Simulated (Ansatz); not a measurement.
# What BaCeSe3 (model cell, started as cubic perovskite with Ce in the octahedra) distorts into

Wanted: the energy along a soft mode of BaCeSe3 (model cell, started as cubic perovskite with Ce in the octahedra) and the structure at the end.

Method: DFT PBEsol, scalar-relativistic, plane waves, PAW; PAW set soft_1, in Ansatz 0.2.0.

Most raw output is cut from this account.

The structure was built from a prototype and need not be the compound's stable phase.

## (1) Set-up

It takes space group Pm-3m (No. 221, cubic). The conventional cell has a = 5.463 Å, b = 5.463 Å, c = 5.463 Å, α = 90.00°, β = 90.00°, γ = 90.00°. Ba has 12 Se at 3.86 Å nearest. Nearest to Ce lie 6 Se at 2.73 Å. Se has 2 Ce at 2.73 Å and 4 Ba at 3.86 Å nearest. Farther neighbours and most contacts between anions are not listed.

## (2) Response at finite wavevector

The cell comes from relaxations at this level that are not shown. Stability and thermal properties need the whole zone. Linear response on a 2×2×2 q mesh gives force constants as far as a supercell of that size would, and the tensors from the zone-centre run are typed in so that the long-range dipole term is interpolated apart.

File input.yaml:

```yaml
crystal:
  lattice:
    - [5.4631095288, 0.0, 0.0]
    - [0.0, 5.4631095288, 0.0]
    - [0.0, 0.0, 5.4631095288]
  atoms:
    - { symbol: Ba, position: [0.0, 0.0, 0.0] }
    - { symbol: Ce, position: [0.5, 0.5, 0.5] }
    - { symbol: Se, position: [0.5, 0.5, 0.0] }
    - { symbol: Se, position: [0.5, 0.0, 0.5] }
    - { symbol: Se, position: [0.0, 0.5, 0.5] }
kpoints:
  mp_grid: { grid: [8, 8, 8] }
hamiltonian:
  xc: pbesol
  pseudopotentials: { kind: paw, azcp: { folder: soft_1 }, xc_functional: pbe }
scf:
  occupations: { method: fixed }
output:
  eigenvalues: true
phonons:
  method: dfpt
  qmesh: [2, 2, 2]
  temperatures: { t_max: 1000, t_step: 50 }
  qpath:
    path:
      - [[0.0, 0.0, 0.0], [0.0, 0.5, 0.0], [0.5, 0.5, 0.0], [0.0, 0.0, 0.0], [0.5, 0.5, 0.5], [0.0, 0.5, 0.0]]
      - [[0.5, 0.5, 0.5], [0.5, 0.5, 0.0]]
    npoints: 10
  non_analytic_term:
    high_frequency_dielectric_tensor: [[10.9307, 0.0, 0.0], [0.0, 10.9307, 0.0], [0.0, 0.0, 10.9307]]
    born_effective_charges:
      - { species: Ba, tensor: [[3.0544, 0.0, 0.0], [0.0, 3.0544, 0.0], [0.0, 0.0, 3.0544]] }
      - { species: Ce, tensor: [[6.9098, 0.0, 0.0], [0.0, 6.9098, 0.0], [0.0, 0.0, 6.9098]] }
      - { species: Se, tensor: [[-1.8407, 0.0, 0.0], [0.0, -1.8407, 0.0], [0.0, 0.0, -6.2829]] }
      - { species: Se, tensor: [[-1.8407, 0.0, 0.0], [0.0, -6.2829, 0.0], [0.0, 0.0, -1.8407]] }
      - { species: Se, tensor: [[-6.2829, 0.0, 0.0], [0.0, -1.8407, 0.0], [0.0, 0.0, -1.8407]] }
    source: "zone-centre run at this cell"
```

Run with:

```bash
ansatz run input.yaml --threads 4 --pin off --max-ram 16384MiB --backend cpu --events-out ev --progress --plain --runs-dir out
```

It took 8.5 min on 4 threads of Arm Neoverse V2, shared host; peak memory 2.4 GiB.

Numbers from this step:

```yaml
gap_on_the_k_mesh: 0.6935 eV
volume_per_atom: 32.61 Å³
sum_rule_residual_before_enforcement: 9.81e-5 eV/Å²
lowest_frequency_on_the_path: -70.34 cm⁻¹
point_group: m-3m
highest_frequency_on_the_path_or_at_a_solved_wavevector: 270.7 cm⁻¹
highest_optical_mode_at_the_zone_centre_no_lo_to_term: 224.4 cm⁻¹
lowest_optical_zone_centre_mode: -51.05 cm⁻¹
lowest_mode_on_the_q_mesh_acoustic_modes_at_gamma_apart: -70.34 cm⁻¹
```

Frequencies (cm⁻¹) solved at each irreducible wavevector; negative means imaginary. Frequencies by wavevector, by row:

```
q in reciprocal lattice units  star  mode 1  mode 2  mode 3  mode 4  mode 13  mode 14  mode 15
                        0 0 0     1     -51     -51     -51   -40.2    224.4    224.4    224.4
                     0 0 -0.5     3   -42.9   -42.9   -30.4   -30.4    224.9    224.9    237.2
                  0 -0.5 -0.5     3   -66.8   -48.8   -48.8   -23.4    195.6    225.4    243.9
               -0.5 -0.5 -0.5     1   -70.3   -70.3   -70.3   -40.5    191.7    191.7    249.7
```

Interpolated from a 2×2×2 q mesh, with the LO-TO term (at Γ the limit along the path; where Γ stands inside the path, tables give the limit on arrival). The phonon branches at the labelled points (cm⁻¹):

```
    point  branch 1  branch 2  branch 3  branch 4  branch 12  branch 13  branch 14  branch 15
        Γ       -51       -51       -40       -40         71        224        224        271
  halfway       -48       -48       -33       -33        118        225        225        259
        X       -43       -43       -30       -30        171        225        225        237
  halfway       -57       -43       -40       -36        172        208        225        248
        M       -67       -49       -49       -23        173        196        225        244
  halfway       -53       -44       -43       -32        121        214        225        259
        Γ       -51       -51       -40       -40         71        224        224        271
  halfway       -52       -51       -51       -33        123        215        215        261
        R       -70       -70       -70       -40        175        192        192        250
  halfway       -58       -57       -49       -38        173        204        215        254
        X       -43       -43       -30       -30        171        225        225        237
jump to R       -70       -70       -70       -40        175        192        192        250
  halfway       -69       -58       -58       -36        174        194        210        251
        M       -67       -49       -49       -23        173        196        225        244
```

Symmetry leaves 4 wavevectors to solve. The lowest mode among them, the acoustic zeros apart, lies at q = (-0.5, -0.5, -0.5) and is imaginary, 70.3i cm⁻¹, so the energy falls along it.

## (3) The mode frozen in, largest atomic shift 0 Å

The mode followed lies at q = (-0.5, -0.5, -0.5) with frequency 70.3i cm⁻¹ and is 3-fold degenerate, the softest among the wavevectors solved. At small amplitude the distorted cell has space group no. 74 by a symmetry search on the positions. The undistorted cell that holds it gives the zero of energy on the same k mesh.

System of this step: BaCeSe3 (model cell, started as cubic perovskite with Ce in the octahedra). It takes space group Pm-3m (No. 221, cubic). Conventional cell: a = 5.463 Å, b = 5.463 Å, c = 5.463 Å, α = 90.00°, β = 90.00°, γ = 90.00°. Nearest to Ba lie 12 Se at 3.86 Å. Nearest to Ce lie 6 Se at 2.73 Å. Se has 2 Ce at 2.73 Å and 4 Ba at 3.86 Å nearest. Farther neighbours and most contacts between anions are not listed.

File input.yaml:

```yaml
crystal:
  lattice:
    - [5.4631095288, 5.4631095288, 0.0]
    - [5.4631095288, 0.0, 5.4631095288]
    - [5.4631095288, 0.0, -5.4631095288]
  atoms:
    - { symbol: Ba, position: [0.0, 0.0, 0.0] }
    - { symbol: Ba, position: [0.0, 0.5, 0.5] }
    - { symbol: Ce, position: [0.5, 0.25, 0.75] }
    - { symbol: Ce, position: [0.5, 0.75, 0.25] }
    - { symbol: Se, position: [0.5, 0.0, 0.0] }
    - { symbol: Se, position: [0.5, 0.5, 0.5] }
    - { symbol: Se, position: [0.0, 0.5, 0.0] }
    - { symbol: Se, position: [0.0, 0.0, 0.5] }
    - { symbol: Se, position: [0.5, 0.0, 0.5] }
    - { symbol: Se, position: [0.5, 0.5, 1.0] }
kpoints:
  mp_grid: { grid: [6, 6, 6] }
hamiltonian:
  xc: pbesol
  pseudopotentials: { kind: paw, azcp: { folder: soft_1 }, xc_functional: pbe }
scf:
  occupations: { method: gaussian, width: 0.02 }
output:
  forces: true
  stress: true
  eigenvalues: true
```

The job ended after 9.7 s (4 threads; peak memory 1.2 GiB).

This step gave:

```yaml
pressure: 0.003512 GPa
gap_on_the_k_mesh: 0.6936 eV
energy_from_the_undistorted_cell: 0 meV/atom
```

At this level the gap is 0.69 eV on the k-mesh of the self-consistent run, which can miss the band edges.

## (4) The mode frozen in, largest atomic shift 0.6 Å

The atoms are moved along the unstable eigenvector, the largest shift by 0.6 Å, with the cell fixed.

input.yaml, the sections that differ from step 3:

```yaml
crystal:
  lattice:
    - [5.4631095288, 5.4631095288, 0.0]
    - [5.4631095288, 0.0, 5.4631095288]
    - [5.4631095288, 0.0, -5.4631095288]
  atoms:
    - { symbol: Ba, position: [0.0, 0.0, 0.0] }
    - { symbol: Ba, position: [0.0, 0.5, 0.5] }
    - { symbol: Ce, position: [0.5, 0.25, 0.75] }
    - { symbol: Ce, position: [0.5, 0.75, 0.25] }
    - { symbol: Se, position: [0.4223401862, 0.0776598138, 0.0776598138] }
    - { symbol: Se, position: [0.5776598138, 0.4223401862, 0.4223401862] }
    - { symbol: Se, position: [0.0, 0.5388299069, -0.0388299069] }
    - { symbol: Se, position: [0.0, -0.0388299069, 0.5388299069] }
    - { symbol: Se, position: [0.5, -0.0388299069, 0.5388299069] }
    - { symbol: Se, position: [0.5, 0.5388299069, 0.9611700931] }
# kpoints, hamiltonian, scf, output: as in step 3
```

Wall time 35 s (4 threads); peak memory 1.5 GiB; 2.3 min of CPU time.

Numbers from this step:

| Item | Value |
| --- | --- |
| pressure | -1.077 GPa |
| gap on the k-mesh | 0.7380 eV |
| energy from the undistorted cell | -67.01 meV/atom |

The energy, extrapolated to zero smearing, is -67.01 meV/atom against the undistorted cell.

The run ends at a pressure of -1.08 GPa, with forces up to 0.30 eV/Å.

## (5) Energy along the mode, all amplitudes (two of the runs are shown above)

An imaginary frequency means negative curvature, so the energy should fall and then rise again as anharmonic terms take over.

Numbers from this step:

- depth at the lowest point sampled: 67.01 meV/atom
- largest atomic shift at that point: 0.6 Å

Table of energy from the parent by largest atomic shift:

```
largest atomic shift (Å)  energy from the parent (meV/atom)
                   0.000                                  0
                   0.040                             -0.459
                   0.080                              -1.82
                   0.140                              -5.50
                   0.220                              -13.2
                   0.320                              -26.1
                   0.450                              -46.0
                   0.600                              -67.0
```

Displacement at unit largest shift by atom:

```
atom   x (Å)   y (Å)   z (Å)   size
 Ba1   0.000   0.000   0.000  0.000
 Ba2   0.000   0.000   0.000  0.000
 Ce3   0.000   0.000   0.000  0.000
 Ce4   0.000   0.000   0.000  0.000
 Se5   0.707  -0.707   0.000  1.000
 Se6  -0.707   0.707   0.000  1.000
 Se7   0.000   0.000   0.707  0.707
 Se8   0.000   0.000  -0.707  0.707
 Se9   0.000   0.000  -0.707  0.707
Se10   0.000   0.000   0.707  0.707
```

The lowest of the steps tried is the last one, at 0.6 Å, 67.0 meV/atom below the parent; the bottom of the well need not coincide with a step.

## (6) Relaxing from the distorted cell

Starting from the lowest point found, all atoms and the cell are let go, so that strain and other modes of the same symmetry can join in.

input.yaml: that of step 4 with these lines changed.

```diff
@@ -22,3 +22,3 @@
 scf:
-  occupations: { method: gaussian, width: 0.02 }
+  occupations: { method: fixed }
 output:
@@ -27 +27,6 @@
   eigenvalues: true
+relax:
+  adjacent_minimum: "off"
+  f_tol: 0.002
+  max_steps: 120
+  cell: { stress_tol: 0.03 }
```

Wall time 3.2 min (4 threads); peak memory 1.5 GiB; 13 min of CPU time.

Relaxation path:

```
step  energy less that of the first step (eV)  largest force component (eV/Å)  pressure (GPa)  volume (Å³)
   1                                   0.0000                          0.3023           -1.08       326.10
   2                                  -0.2342                          0.2183           -0.26       317.08
   3                                  -0.2733                          0.2566            0.22       312.25
   4                                  -0.3338                          0.0160           -0.10       314.38
   5                                  -0.3345                          0.0088           -0.02       313.63
   6                                  -0.3346                          0.0019            0.01       313.53
  7*                                  -0.3339                          0.0019            0.01       313.53
```

Relaxation steps marked * repeat the geometry before them on a plane-wave basis chosen anew for their cell, so energy and pressure can jump there.

Forces are held to the 8 operations that the run works with; a distortion that breaks them can't arise in this run.

```
conventional cell, symmetrised  before   after  change
                         a (Å)   7.726   7.535  -2.5 %
                         b (Å)  10.926  10.690  -2.2 %
                         c (Å)   7.726   7.785  +0.8 %
              volume (Å³/atom)   32.61   31.35  -3.9 %
```

The atoms that moved most (Å, as changes of fractional coordinates times the final cell):

```
atom      dx      dy      dz  length
 Se9   0.000   0.000  -0.237   0.237
 Se8   0.000   0.000  -0.237   0.237
 Se7   0.000   0.000   0.237   0.237
Se10   0.000   0.000   0.237   0.237
 Se5   0.147  -0.147   0.000   0.208
 Se6  -0.147   0.147   0.000   0.208
 Ba1  -0.097   0.097   0.000   0.137
 Ba2   0.097  -0.097   0.000   0.137
```

Final coordinates:

```cif
data_structure
_symmetry_space_group_name_H-M 'P 1'
_symmetry_Int_Tables_number 1
_cell_length_a 7.5354
_cell_length_b 7.6101
_cell_length_c 7.6101
_cell_angle_alpha 89.231
_cell_angle_beta 60.324
_cell_angle_gamma 60.324
_cell_volume 313.53
loop_
_atom_site_label
_atom_site_type_symbol
_atom_site_fract_x
_atom_site_fract_y
_atom_site_fract_z
_atom_site_occupancy
Ba1 Ba 0.01765 0.98235 0.98235 1
Ba2 Ba 0.98235 0.51765 0.51765 1
Ce3 Ce 0.50000 0.25000 0.75000 1
Ce4 Ce 0.50000 0.75000 0.25000 1
Se5 Se 0.39568 0.10432 0.10432 1
Se6 Se 0.60432 0.39568 0.39568 1
Se7 Se 0.00000 0.56104 0.93896 1
Se8 Se 0.00000 0.93896 0.56104 1
Se9 Se 0.50000 0.93896 0.56104 1
Se10 Se 0.50000 0.56104 0.93896 1
```

This step gave:

| Item | Value |
| --- | --- |
| pressure | 0.009611 GPa |
| gap on the k-mesh | 0.8305 eV |
| volume per atom | 31.35 Å³ |

The distorted start has space group Imma; the relaxation ends in Imma.

## (7) The new phase in its own primitive cell

The relaxed structure is symmetrised, reduced to its primitive cell and relaxed tightly, as its phonons need.

input.yaml, the sections that differ from step 6:

```yaml
crystal:
  lattice:
    - [-3.7677075202, 5.3449273981, 3.8922741262]
    - [3.7677075202, -5.3449273981, 3.8922741262]
    - [3.7677075202, 5.3449273981, -3.8922741262]
  atoms:
    - { symbol: Ba, position: [0.7323547439, 0.9823547439, 0.75] }
    - { symbol: Ba, position: [0.2676452561, 0.0176452561, 0.25] }
    - { symbol: Ce, position: [0.0, 0.5, 0.5] }
    - { symbol: Ce, position: [0.5, 0.5, 0.0] }
    - { symbol: Se, position: [0.8543159453, 0.6043159453, 0.25] }
    - { symbol: Se, position: [0.1456840547, 0.3956840547, 0.75] }
    - { symbol: Se, position: [0.3110403902, 0.5, 0.3110403902] }
    - { symbol: Se, position: [0.6889596098, 0.5, 0.6889596098] }
    - { symbol: Se, position: [0.6889596098, 0.0, 0.1889596098] }
    - { symbol: Se, position: [0.3110403902, 0.0, 0.8110403902] }
relax:
  adjacent_minimum: "off"
  f_tol: 0.001
  max_steps: 60
  cell: { stress_tol: 0.01 }
# kpoints, hamiltonian, scf, output: as in step 6
```

It took 93 s on 4 threads; peak memory 1.5 GiB.

Little changed from the start: no atom moved by 0.005 Å and no cell edge by 0.1 %.

This step gave:

| Property | Result |
| --- | --- |
| pressure | -0.005945 GPa |
| gap on the k-mesh | 0.8296 eV |
| volume per atom | 31.36 Å³ |
| direct gap on mesh | 0.8333 eV |

The largest force component left is 0.25 meV/Å and the pressure is -0.006 GPa, within the tolerances set. The cell now holds 31.36 Å³/atom.

## (8) What came out

```yaml
unstable_mode_of_the_parent: q = (-0.5, -0.5, -0.5), 70i cm⁻¹
depth_at_the_lowest_point_sampled: 67.0 meV/atom
largest_atomic_shift_at_that_point: 0.6 Å
space_group_reached_within_0p01_a: Imma
energy_gained_over_the_parent_first_relaxation_on_the_mesh_of_the_frozen_mode: 100 meV/atom
volume_per_atom_phase_reached: 31.4 Å³
gap_on_the_k_mesh_phase_reached: 0.830 eV
```

Along this mode the structure falls into Imma, 100 meV/atom below the parent. At the parent's cell the well is 67.01 meV/atom deep on the steps tried, with its lowest point at a shift of 0.6 Å. That is the last step tried, so the steps alone don't bracket the bottom of the well. Relaxing atoms and cell changes the gain by +33.39 meV/atom against the lowest step (energies at zero smearing). The modes of the phase reached were not computed on this path. Of the 4 patterns followed to their end from this parent, this one reaches the lowest energy. Each path keeps the symmetry of its pattern, so a lower phase may lie along a pattern not tried. The phonon runs are without spin polarisation, although Ce often carries a moment. The 4f shell is treated without a U, so valence and screening may be off. Spin-orbit coupling is left out, which can matter for the heavy elements here. The PAW files were made for PBE and serve the other functionals too. The starting cell was built on a prototype and not taken from a measurement, so the phase need not exist.

[Logs are printed without paths, hosts, clocks, repeated set-up lines and the standing remarks that a program may print on its own settings, such as how far it seeks lower states.]

[Hosts, paths, dates, database ids (printed as entryN), source tags and the programs' standing remarks are cut or masked in the printed files.]
